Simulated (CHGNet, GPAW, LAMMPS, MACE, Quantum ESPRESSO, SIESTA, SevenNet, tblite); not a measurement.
## Amorphous Zn25Hg15S40 (80 atoms): runs against a plane-wave reference

Density of this cell: 5.51 g/cm³. The cell holds 80 atoms: 25 Zn, 15 Hg and 40 S. Cell: a = 12.129 Å, b = 12.129 Å, c = 12.129 Å, α = 90.0°, β = 90.0°, γ = 90.0°. 80 atoms (25 Zn, 15 Hg, 40 S) placed at random at 5.51 g/cm³, melted at 2500 K for 10 ps at fixed volume with the Stillinger-Weber II-VI potential (Zhou et al., Phys. Rev. B 88, 085309 (2013)). Quenched from 2500 K to 300 K at 3 K/ps and fixed volume, held 5 ps, then minimised at fixed cell.

Geometry: as built.

The reference, a calculation:

- method: Kohn-Sham DFT, PBE, SSSP efficiency 1.3.0 pseudopotentials, plane waves (Quantum ESPRESSO 7.5); sssp-pbe-1.3.0-efficiency, cutoffs 55/440 Ry, Γ point
- r.m.s. force component: 0.3827 eV/Å
- longest force: 1.455 eV/Å
- pressure: -0.7577 GPa
- time: 14 min on 4 MPI ranks of Arm Neoverse V2, shared host
- CPU time: 56 min

Q: Estimate the differences from the reference, the CPU time and the memory of each run.
- SevenNet l3i5 potential (SevenNet l3i5; 1 thread)
- GPAW PBE, LCAO sz(dzp), h 0.2 Å (GPAW 26.7.0; 1 thread)
- tblite GFN1-xTB (tblite 0.8.0; 1 thread)
- SIESTA PBE, DZP, shift 0.01 Ry, mesh 500 Ry (SIESTA 5.4.2; 2 MPI ranks)
- SIESTA RPBE, PBE potentials, DZP, shift 0.01 Ry, mesh 500 Ry (SIESTA 5.4.2; 2 MPI ranks)
- SIESTA PBE, DZ, shift 0.01 Ry, mesh 500 Ry (SIESTA 5.4.2; 2 MPI ranks)
- CHGNet 0.3.0 potential (CHGNet 0.3.0; 1 thread)
- SIESTA PBE, DZP, shift 0.01 Ry, mesh 200 Ry (SIESTA 5.4.2; 2 MPI ranks)
- QE PBE+D3(BJ), sssp-1.3.0-efficiency, 55/440 Ry (Quantum ESPRESSO 7.5; 4 MPI ranks)
- GPAW PBE, LCAO dzp, h 0.2 Å (GPAW 26.7.0; 1 thread)

Differences are against the plane-wave reference, forces as r.m.s. over components; share is that over the reference's r.m.s. force, slope the least-squares factor from reference forces to these. Total energies of different programs have different zeros and aren't compared.

```csv
run,"Δ force, r.m.s. (meV/Å)",share (%),slope,Δ pressure (GPa),cores,CPU time,memory (GiB)
reference,-,-,-,-,4,56 min,6.7
SevenNet l3i5 potential,92.8,24.3,0.936,0.314,1,8.2 s,1.1
"GPAW PBE, LCAO sz(dzp), h 0.2 Å (coarse)",183,47.8,0.990,-,1,2.5 min,1.6
tblite GFN1-xTB,320,83.6,0.882,0.982,1,4.4 s,0.13
"SIESTA PBE, DZP, shift 0.01 Ry, mesh 500 Ry",135,35.2,1.064,-3.44,2,6.9 min,2.3
"SIESTA RPBE, PBE potentials, DZP, shift 0.01 Ry, mesh 500 Ry",148,38.6,1.079,-0.938,2,6.8 min,2.3
"SIESTA PBE, DZ, shift 0.01 Ry, mesh 500 Ry (coarse)",287,75.0,1.111,-0.204,2,4.5 min,1.6
CHGNet 0.3.0 potential,220,57.6,0.666,0.0268,1,3 s,0.68
"SIESTA PBE, DZP, shift 0.01 Ry, mesh 200 Ry",135,35.2,1.065,-3.40,2,2.2 min,0.84
"QE PBE+D3(BJ), sssp-1.3.0-efficiency, 55/440 Ry",7.96,2.08,0.999,-2.34,4,56 min,6.8
"GPAW PBE, LCAO dzp, h 0.2 Å",57.5,15.0,1.014,-,1,5.6 min,1.9
```

Rows marked coarse were listed beforehand as settings not expected to be converged; some can still land near the reference.

Times of the machine-learned potentials are mostly Python's start and the loading of weights.

CPU time is summed over cores on a shared host, where runs went side by side, so it is rough. Symmetry, cutoffs, thresholds, outputs and thread counts weren't matched or tuned between programs; memory under MPI is the largest rank's times the ranks.

The PBE runs in local orbitals, coarse settings apart, differ by 15 % (GPAW PBE, LCAO dzp, h 0.2 Å) to 35 % (SIESTA PBE, DZP, shift 0.01 Ry, mesh 200 Ry); basis, grid and potentials can all enter. Tight binding differs by 84 % (tblite GFN1-xTB); it is another model, with fitted parameters of its own, and the xTB methods hold dispersion. Machine-learned potentials differ by 24 % (SevenNet l3i5 potential) to 58 % (CHGNet 0.3.0 potential); they were trained on other programs' data. Among those trained on PBE data the slope goes as low as 0.67, with a correlation of 0.82, so directions differ as well as sizes. In the reference's own program, potentials and cutoffs, a change of model alone moves forces by 2.1 % (QE PBE+D3(BJ), sssp-1.3.0-efficiency, 55/440 Ry). Periodic xTB results under one method name differ between programs and library versions. Machine-learned potentials mimic data converged in k, so the reference's own k-point error enters their differences. The network of bonds at the start is that of the classical potential that made the cell, and needn't be the one that DFT or experiment would give. The electronic-structure runs sample only Γ, in a cell whose shortest periodic width is 12 Å, which is coarse for a cell with partly filled levels.

[Logs are printed without paths, hosts, clocks, repeated set-up lines and the standing remarks that a program may print on its own settings, such as how far it seeks lower states.]

[Hosts, paths, dates, database ids (printed as entryN), source tags and the programs' standing remarks are cut or masked in the printed files.]
